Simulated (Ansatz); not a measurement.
## BaTl: relaxing a made-up structure

This structure for BaTl is made up. Its elements were placed in a known structure type with a cell scaled to their sizes. What cell does the guess relax to, and how far off was it?

Main program and level: Ansatz 0.2.0; DFT, r2SCAN, plane-wave PAW, files of the set soft_1, scalar-relativistic, no spin, cell and ions relaxed at zero pressure; PAW set soft_1.

## 1. Set-up

Symmetry: Fd-3m, No. 227, cubic system. Conventional cell: a = 8.438 Å, b = 8.438 Å, c = 8.438 Å, α = 90.00°, β = 90.00°, γ = 90.00°. Nearest to Tl lie 4 Tl at 3.65 Å and 4 Ba at 3.65 Å. Ba has 4 Ba at 3.65 Å and 4 Tl at 3.65 Å nearest. Farther neighbours are not listed.

As a file:

```cif
data_structure
_symmetry_space_group_name_H-M 'Fd-3m:1'
_symmetry_Int_Tables_number 227
_cell_length_a 8.4380
_cell_length_b 8.4380
_cell_length_c 8.4380
_cell_angle_alpha 90.000
_cell_angle_beta 90.000
_cell_angle_gamma 90.000
_cell_volume 600.78
loop_
_atom_site_label
_atom_site_type_symbol
_atom_site_symmetry_multiplicity
_atom_site_Wyckoff_symbol
_atom_site_fract_x
_atom_site_fract_y
_atom_site_fract_z
_atom_site_occupancy
Tl1 Tl 8 b 0.25000 0.75000 0.25000 1
Ba1 Ba 8 a 0.25000 0.25000 0.25000 1
```

## 2. Relaxing cell and atoms

The guess takes its coordinates from another compound and its volume from a rule, so the cell and any free coordinates are relaxed together.

Input file input.yaml:

```yaml
crystal:
  lattice:
    - [0.0, 4.219, 4.219]
    - [4.219, 0.0, 4.219]
    - [4.219, 4.219, 0.0]
  atoms:
    - { symbol: Tl, position: [0.25, 0.25, 0.25] }
    - { symbol: Tl, position: [0.0, 0.0, 0.0] }
    - { symbol: Ba, position: [0.75, 0.75, 0.75] }
    - { symbol: Ba, position: [0.5, 0.5, 0.5] }
kpoints:
  mp_grid: { grid: [6, 6, 6] }
scf:
  occupations: { method: fermi_dirac, width: 0.05 }
hamiltonian:
  xc: r2scan
  pseudopotentials: { kind: paw, azcp: { folder: soft_1 } }
relax:
  f_tol: 0.015
  max_steps: 70
  cell: {}
output:
  forces: true
  stress: true
```

Launch:

```sh
$ ansatz run input.yaml --threads 4 --pin off --max-ram 8192MiB --backend cpu --events-out ev --progress --plain --runs-dir out
```

Numbers of over 12 decimals in the logs are rounded to 6 here.

The program printed:

```text
Engine: ansatz 0.2.0, x86_64-unknown-linux-gnu
Pseudopotentials: kind: paw
Pseudopotential: Tl, paw, valence charge 13, recommended cutoff 500 eV (meta_gga), soft_1/Tl.paw.azcp
Pseudopotential: Ba, paw, valence charge 10, recommended cutoff 500 eV (meta_gga), soft_1/Ba.paw.azcp
Functional definition: r2SCAN
  parameter k0 = 0.174
  parameter k1 = 0.065
  parameter a1 = 4.9479
  exchange = r2scan_x(k0 = k0, k1 = k1, a1 = a1)
  correlation = r2scan_c
Crystal: 4 atoms, lattice volume = 150.196 Å³
Basis set: ecut = 500 eV, 3839 PW (Γ), exchange–correlation on 180×180×180 points (64 copies of the dense FFT grid, shifted against one another)
Bands: 28, of which v1, the nominal top of the filled ones, is band 23 counted from 1 (22 counted from 0)
Symmetry: 48 space group operations
Space group: Fd-3m (ITA 227), of the structure as read, at distance tolerance 5.3e-5 Å
k-points: 16 of 216
Non-local potential: Tl, projectors of the file, l = 0: 2, l = 1: 2, l = 2: 2, l = 3: 1
Non-local potential: Ba, projectors of the file, l = 0: 3, l = 1: 2, l = 2: 2, l = 3: 2
PAW form: soft (Blöchl's): semilocal exchange-correlation on the pseudo side does not see the compensation charge
PAW frozen core: Tl, regenerated for the run's functional (the file was generated under x = pbe(κ = 0.804, μ = 0.219515), c = pbe(β = 0.066725))
PAW frozen core: Ba, regenerated for the run's functional (the file was generated under x = pbe(κ = 0.804, μ = 0.219515), c = pbe(β = 0.066725))
PAW one-centre angular grid: Tl, 590 points (default); XC on 160 Gauss nodes
PAW one-centre angular grid: Ba, 302 points (default); XC on 160 Gauss nodes
Initial density: superposition of atomic densities (chi_scale 0.1, normalization cell, long waves kept (reshape's long-wave potential 0.00 eV rms))
Initial wavefunctions: pseudopotential atomic-orbital guess
Functional: x = r2scan, c = r2scan; τ floored in thin density (d = 2e-4 eV/Å³)
SCF iter   1: F=—  HF=-34851.791356 eV  |F-HF|=—  |Δ(HF+E_count)|=         —  Δρ=2.71e-2  dr2=2.92e0  dr2_τ=1.19e-2  ethr=3.10e-3  ⟨swp⟩=9.2  Hψ=2324  notcnv=0
preconditioner: auto → Kerker (q_TF=auto, 2.240 Å⁻¹)  [metal: Δε(μ)=0.079 eV  Ē_g=10.806 eV  σ=0.050 eV  W_gap=0.37  n_scr=26 (ndim 8)  ℏωp=19.6 eV  f_vac=0.000  D(μ)=3.74/eV (n_scr^D=26)]
SCF iter   2: F=—  HF=-34851.262082 eV  |F-HF|=—  |Δ(HF+E_count)|=   5.29e-1  Δρ=1.36e-2  dr2=7.42e-1  dr2_τ=6.98e-3  ethr=3.10e-3  ⟨swp⟩=12.4  Hψ=4112  notcnv=0  defer=2
automatic band count: the SCF goes on with 33 bands, as 28 were too few: the levels above may hold too much charge
SCF iter   3: F=—  HF=-34851.113534 eV  |F-HF|=—  |Δ(HF+E_count)|=   1.49e-1  Δρ=3.74e-3  dr2=4.21e-2  dr2_τ=5.36e-4  ethr=1.61e-3  ⟨swp⟩=4.0  Hψ=1114  notcnv=0  defer=21
SCF iter   4: F=—  HF=-34851.111766 eV  |F-HF|=—  |Δ(HF+E_count)|=   1.77e-3  Δρ=6.24e-4  dr2=5.63e-4  dr2_τ=1.76e-5  ethr=9.15e-5  ⟨swp⟩=4.0  Hψ=948  notcnv=0  defer=21
SCF iter   5: F=—  HF=-34851.112464 eV  |F-HF|=—  |Δ(HF+E_count)|=   6.97e-4  Δρ=1.68e-4  dr2=7.91e-5  dr2_τ=5.79e-7  ethr=1.22e-6  ⟨swp⟩=2.0  Hψ=747  notcnv=0  defer=21
SCF iter   6: F=—  HF=-34851.112571 eV  |F-HF|=—  |Δ(HF+E_count)|=   1.07e-4  Δρ=4.60e-5  dr2=5.66e-6  dr2_τ=3.08e-7  ethr=1.72e-7  ⟨swp⟩=2.1  Hψ=863  notcnv=0  defer=21
SCF iter   7: F=—  HF=-34851.112574 eV  |F-HF|=—  |Δ(HF+E_count)|=   3.28e-6  Δρ=1.32e-5  dr2=3.30e-7  dr2_τ=8.88e-9  ethr=1.23e-8  ⟨swp⟩=2.0  Hψ=859  notcnv=0  defer=21
SCF iter   8: F=-34851.112574 eV  HF=-34851.112574 eV  |F-HF|=6.90e-9  |Δ(HF+E_count)|=   1.71e-7  Δρ=2.74e-6  dr2=1.71e-8  dr2_τ=2.63e-10  ethr=2.17e-10  ⟨swp⟩=4.9  Hψ=1757  notcnv=0
SCF 1 converged in 8 iterations: F = -34851.112574 eV  dr2 = 1.71e-8
  greatest PAW one-centre occupation: 0.957 electrons in one spin orbital (limit 2), on the Tl atom at site 1 (counted from 0), in its partial waves of l = 2
relax step   1: F+E_penalty+E_count = -34851.11257447 eV  Δ(F+E_penalty+E_count) = +0.000e0 eV  max|allowed force component| = 5.840e-17 eV/Å  Δτ_max = 0.0000 Å  P = -0.302 GPa  Ω = 150.196 Å³  (8 SCF iters, dr2 threshold 1.00e-7 eV, accepted)
Crystal: 4 atoms, lattice volume = 148.927 Å³
Basis set: ecut = 500 eV, 3767 PW (Γ), exchange–correlation on 180×180×180 points (64 copies of the dense FFT grid, shifted against one another)
Bands: 33, of which v1, the nominal top of the filled ones, is band 23 counted from 1 (22 counted from 0)
Initial density: handed on by an earlier stage of this run
Initial wavefunctions: those handed on with the density
iter 1 solved again at ethr=6.52e-7 eV; its pass at ethr=3.10e-3 eV (dr2=3.00e-4 eV) is discarded
SCF iter   1: F=—  HF=-34851.110203 eV  |F-HF|=—  |Δ(HF+E_count)|=         —  Δρ=3.29e-4  dr2=3.45e-4  dr2_τ=7.15e-4  ethr=6.52e-7  ⟨swp⟩=2.4  Hψ=2883  notcnv=0
preconditioner: auto → Kerker (q_TF=auto, 2.243 Å⁻¹)  [metal: Δε(μ)=0.070 eV  Ē_g=13.017 eV  σ=0.050 eV  W_gap=0.33  n_scr=26 (ndim 8)  ℏωp=19.7 eV  f_vac=0.000  D(μ)=3.80/eV (n_scr^D=26)]
SCF iter   2: F=—  HF=-34851.114279 eV  |F-HF|=—  |Δ(HF+E_count)|=   4.08e-3  Δρ=2.03e-4  dr2=2.16e-4  dr2_τ=1.08e-6  ethr=6.52e-7  ⟨swp⟩=2.0  Hψ=905  notcnv=0
SCF iter   3: F=—  HF=-34851.114264 eV  |F-HF|=—  |Δ(HF+E_count)|=   1.56e-5  Δρ=4.97e-5  dr2=1.12e-5  dr2_τ=9.63e-7  ethr=4.70e-7  ⟨swp⟩=2.1  Hψ=623  notcnv=0
SCF iter   4: F=—  HF=-34851.114269 eV  |F-HF|=—  |Δ(HF+E_count)|=   5.44e-6  Δρ=1.39e-5  dr2=3.81e-7  dr2_τ=2.35e-8  ethr=2.43e-8  ⟨swp⟩=2.2  Hψ=843  notcnv=0
SCF iter   5: F=-34851.114269 eV  HF=-34851.114269 eV  |F-HF|=1.35e-8  |Δ(HF+E_count)|=   2.19e-7  Δρ=5.12e-6  dr2=4.28e-8  dr2_τ=1.61e-9  ethr=4.97e-10  ⟨swp⟩=4.5  Hψ=1735  notcnv=0
SCF 2 converged in 5 iterations: F = -34851.114269 eV  dr2 = 4.28e-8
relax step   2: F+E_penalty+E_count = -34851.11426921 eV  Δ(F+E_penalty+E_count) = -1.695e-3 eV  max|allowed force component| = 9.657e-17 eV/Å  Δτ_max = 0.0000 Å  P = -0.113 GPa  Ω = 148.927 Å³  energy of the carried Pulay correction = +4.268e-5 eV  (5 SCF iters, dr2 threshold 2.29e-7 eV, accepted)
Crystal: 4 atoms, lattice volume = 148.178 Å³
Basis set: ecut = 500 eV, 3719 PW (Γ), exchange–correlation on 180×180×180 points (64 copies of the dense FFT grid, shifted against one another)
iter 1 solved again at ethr=2.32e-7 eV; its pass at ethr=3.10e-3 eV (dr2=1.07e-4 eV) is discarded
SCF iter   1: F=—  HF=-34851.113094 eV  |F-HF|=—  |Δ(HF+E_count)|=         —  Δρ=1.99e-4  dr2=1.24e-4  dr2_τ=2.53e-4  ethr=2.32e-7  ⟨swp⟩=2.1  Hψ=2845  notcnv=0
preconditioner: auto → Kerker (q_TF=auto, 2.245 Å⁻¹)  [metal: Δε(μ)=0.069 eV  Ē_g=13.031 eV  σ=0.050 eV  W_gap=0.33  n_scr=26 (ndim 8)  ℏωp=19.8 eV  f_vac=0.000  D(μ)=3.81/eV (n_scr^D=26)]
SCF iter   2: F=—  HF=-34851.114530 eV  |F-HF|=—  |Δ(HF+E_count)|=   1.44e-3  Δρ=1.22e-4  dr2=7.79e-5  dr2_τ=3.83e-7  ethr=2.32e-7  ⟨swp⟩=2.0  Hψ=905  notcnv=0
SCF iter   3: F=—  HF=-34851.114506 eV  |F-HF|=—  |Δ(HF+E_count)|=   2.38e-5  Δρ=3.17e-5  dr2=4.64e-6  dr2_τ=3.44e-7  ethr=1.69e-7  ⟨swp⟩=2.1  Hψ=619  notcnv=0
SCF iter   4: F=—  HF=-34851.114554 eV  |F-HF|=—  |Δ(HF+E_count)|=   4.75e-5  Δρ=8.40e-6  dr2=1.36e-7  dr2_τ=8.28e-9  ethr=1.01e-8  ⟨swp⟩=2.9  Hψ=965  notcnv=0
SCF iter   5: F=-34851.114554 eV  HF=-34851.114554 eV  |F-HF|=6.66e-9  |Δ(HF+E_count)|=   8.23e-8  Δρ=2.99e-6  dr2=1.34e-8  dr2_τ=5.52e-10  ethr=6.97e-11  ⟨swp⟩=4.8  Hψ=1758  notcnv=0
SCF 3 converged in 5 iterations: F = -34851.114554 eV  dr2 = 1.34e-8
relax step   3: F+E_penalty+E_count = -34851.11455405 eV  Δ(F+E_penalty+E_count) = -2.848e-4 eV  max|allowed force component| = 1.480e-16 eV/Å  Δτ_max = 0.0000 Å  P = +0.003 GPa  Ω = 148.178 Å³  energy of the carried Pulay correction = +6.805e-5 eV  (5 SCF iters, dr2 threshold 3.21e-8 eV, accepted)
Initial wavefunctions: pseudopotential atomic-orbital guess (no wavefunctions were taken with the density)
iter 1 solved again at ethr=7.99e-7 eV; its pass at ethr=3.10e-3 eV (dr2=3.67e-4 eV) is discarded
SCF iter   1: F=—  HF=-34851.114431 eV  |F-HF|=—  |Δ(HF+E_count)|=         —  Δρ=5.31e-6  dr2=1.56e-8  dr2_τ=2.05e-8  ethr=7.99e-7  ⟨swp⟩=2.9  Hψ=4430  notcnv=0
eigensolver tolerance schedule: the retry pair's looser diagonalisation over-reported the residual by 23550.65 of it (diagonalisation noise at an unbounded share of the residual, at the tolerance the schedule requests for it); recorded, not acted on — ethr = c·dr2/N_el stays at c = 1.0e-1
preconditioner: auto → Kerker (q_TF=auto, 2.245 Å⁻¹)  [metal: Δε(μ)=0.070 eV  Ē_g=13.035 eV  σ=0.050 eV  W_gap=0.33  n_scr=26 (ndim 8)  ℏωp=19.8 eV  f_vac=0.000  D(μ)=3.81/eV (n_scr^D=26)]
SCF iter   2: F=—  HF=-34851.114490 eV  |F-HF|=—  |Δ(HF+E_count)|=   5.90e-5  Δρ=3.18e-6  dr2=5.73e-9  dr2_τ=2.52e-9  ethr=3.39e-11  ⟨swp⟩=3.1  Hψ=1273  notcnv=0
SCF iter   3: F=—  HF=-34851.114490 eV  |F-HF|=—  |Δ(HF+E_count)|=   2.28e-8  Δρ=7.29e-7  dr2=1.06e-9  dr2_τ=8.24e-11  ethr=1.25e-11  ⟨swp⟩=2.0  Hψ=925  notcnv=0
SCF iter   4: F=—  HF=-34851.114490 eV  |F-HF|=—  |Δ(HF+E_count)|=  7.20e-10  Δρ=3.82e-7  dr2=5.16e-10  dr2_τ=6.25e-12  ethr=2.30e-12  ⟨swp⟩=3.0  Hψ=873  notcnv=0
SCF iter   5: F=—  HF=-34851.114490 eV  |F-HF|=—  |Δ(HF+E_count)|=  1.89e-10  Δρ=2.23e-7  dr2=9.72e-11  dr2_τ=8.21e-12  ethr=1.12e-12  ⟨swp⟩=3.0  Hψ=949  notcnv=0
SCF iter   6: F=-34851.114490 eV  HF=-34851.114490 eV  |F-HF|=0.00e0  |Δ(HF+E_count)|=  1.46e-11  Δρ=1.47e-7  dr2=1.66e-11  dr2_τ=3.25e-12  ethr=1.00e-12  ⟨swp⟩=4.3  Hψ=1732  notcnv=0
SCF 4 converged in 6 iterations: F = -34851.114490 eV  dr2 = 1.66e-11
relax step   4: F+E_penalty+E_count = -34851.11448964 eV  Δ(F+E_penalty+E_count) = +6.441e-5 eV  max|allowed force component| = 1.353e-16 eV/Å  Δτ_max = 0.0000 Å  P = +0.002 GPa  Ω = 148.178 Å³  stress off target by 2.30e-3 GPa  SCF on the basis re-selected at this cell (its energy is not comparable with the rows above)  (6 SCF iters)
basis re-selected at this cell: Δ(F+E_penalty+E_count) = +6.441e-5 eV, ΔP = -0.000 GPa vs the last step (what re-selecting the basis moved, of the pressure what is left beyond the Pulay correction that the steps carried, after the strain that the cell walked since its last selection, with what the two solves' SCF thresholds leave and, on support functions, any second-order correction that the steps lacked; it is no m [...]
SCF converged after 6 iterations
Free energy (F): -34851.114490 eV
Harris-Foulkes:  -34851.114490 eV  (|F-HF|=0.00e0)
Internal energy: -34851.082778 eV  (E = F + TS)
E sigma→0 (E₀):  -34851.098634 eV
Entropy (-TS):   -0.031712 eV (-7.928 meV/atom)
Fermi energy:    9.868262 eV
--- Per-component energies (eV) ---
  E_band       = -124.481951
  E_kinetic    = 850.745081
  E_local      = -2509.234982  (includes V_loc(G=0)·N_el)
  E_nonlocal   = 814.501447
  E_hartree    = 905.923805
  E_xc         = -712.656979
  E_vxc        = -544.929367  (∫ρ·V_xc dr)
  E_paw        = -30875.452493  (= ΣΔE_a)
  E_vpaw       = -581.014414  (= ΣTr[D̂ρ^β])
  E_aug_tail   = -0.000036  (compensation charges beyond the density's cutoff)
  E_vtau       = 33.602562  (kinetic-family band-sum trace: ∫τ·v_τ [+ j·A + Jᵃ·Aᵃ] dr)
  E_ewald      = -3327.128567
  E_core_change = 2.219945  (= ΣΔE_core)
  E_smearing   = -0.031712  (= −TS)
  E_closure    = 0.000000  (closes the sum)
  Σ components = -34851.114490   (vs F -34851.114490, Δ=0.00e0)
--- Forces (eV/Å), atoms counted from 1 ---
  atom   1  Tl     0.00000000     0.00000000     0.00000000
  atom   2  Tl    -0.00000000    -0.00000000    -0.00000000
  atom   3  Ba     0.00000000     0.00000000    -0.00000000
  atom   4  Ba    -0.00000000    -0.00000000    -0.00000000
  max |Σ_I F_I| component: 6.94e-17 eV/Å
--- Stress (GPa, compression-positive) ---
        0.002295      -0.000000      -0.000000
       -0.000000       0.002295      -0.000000
       -0.000000      -0.000000       0.002295
  P = ⅓ Tr σ = 0.0023 GPa (0.023 kbar)
--- Relaxed structure (3 steps of the walk, 3 accepted, 1 SCFs on fresh bases) ---
  F+E_penalty+E_count = -34851.11448964 eV   max|allowed force component| = 1.353e-16 eV/Å   (the final SCF, on the basis selected at the relaxed cell)
  cell:  # Å, volume = 148.1782 Å³
    - [0, 4.200021, 4.200021]
    - [4.200021, 0, 4.200021]
    - [4.200021, 4.200021, 0]
  atoms:
    - { symbol: Tl, position: [0.25, 0.25, 0.25] }
    - { symbol: Tl, position: [0, 0, 0] }
    - { symbol: Ba, position: [0.75, 0.75, 0.75] }
    - { symbol: Ba, position: [0.5, 0.5, 0.5] }
```

The job ended after 7.1 s (4 threads of Intel Xeon Platinum 8559C (Emerald Rapids), shared host; peak memory 0.92 GiB; 25 s of CPU time).

Step by step:

```
step  energy less that of the first step (eV)  largest force component (eV/Å)  pressure (GPa)  volume (Å³)
   1                                   0.0000                          0.0000           -0.30       150.20
   2                                  -0.0017                          0.0000           -0.11       148.93
   3                                  -0.0020                          0.0000            0.00       148.18
  4*                                  -0.0019                          0.0000            0.00       148.18
```

Relaxation steps marked * repeat the geometry before them on a plane-wave basis chosen anew for their cell, so energy and pressure can jump there.

The run keeps the 48 symmetry operations that it works with, so distortions that break them were not tested.

| conventional cell, symmetrised | before | after | change |
| --- | --- | --- | --- |
| a (Å) | 8.438 | 8.400 | -0.4 % |
| b (Å) | 8.438 | 8.400 | -0.4 % |
| c (Å) | 8.438 | 8.400 | -0.4 % |
| volume (Å³/atom) | 37.55 | 37.04 | -1.3 % |

Final coordinates:

```xyz
4
Lattice="0.0000 4.2000 4.2000 4.2000 0.0000 4.2000 4.2000 4.2000 0.0000" Properties=species:S:1:pos:R:3 pbc="T T T"
Tl    2.1000    2.1000    2.1000
Tl    0.0000    0.0000    0.0000
Ba    6.3000    6.3000    6.3000
Ba    4.2000    4.2000    4.2000
```

This step gave:

```yaml
free_energy: -34851.1145 eV
energy_at_zero_smearing: -34851.0986 eV
smearing_term_ts: 0.03171 eV
fermi_energy: 9.868 eV
electrons: 46
symmetry_operations: 48
pressure: 0.002295 GPa
```

The shortest distance of each pair, which need not be the same contact before and after:

```csv
pair,guess (Å),relaxed (Å)
Ba–Ba,3.654,3.637
Tl–Tl,3.654,3.637
Ba–Tl,3.654,3.637
```

The relaxation ends with a pressure of 0.00 GPa.

## 3. What came out

| Item | Value |
| --- | --- |
| space group, relaxed | Fd-3m |
| conventional cell | a = 8.400, b = 8.400, c = 8.400 Å; α = 90.0°, β = 90.0°, γ = 90.0° |
| volume per atom | 37.04 Å³ (guess 37.55) |

What this shows: BaTl relaxes to Fd-3m with a = 8.400, b = 8.400 and c = 8.400 Å. The guessed volume was near the relaxed one. The space group Fd-3m was held in the relaxation, so the end point is a stationary structure within it and may be a saddle against distortions or other arrangements. Mesh and cutoff weren't tested. Spin-orbit coupling is left out, which can matter for elements this heavy. No dispersion term is used, so weakly bound directions may come out too long. Nothing here tests whether the compound is stable against decomposition.

[Logs are printed without paths, hosts, clocks, repeated set-up lines and the standing remarks that a program may print on its own settings, such as how far it seeks lower states.]

[Hosts, paths, dates, database ids (printed as entryN), source tags and the programs' standing remarks are cut or masked in the printed files.]
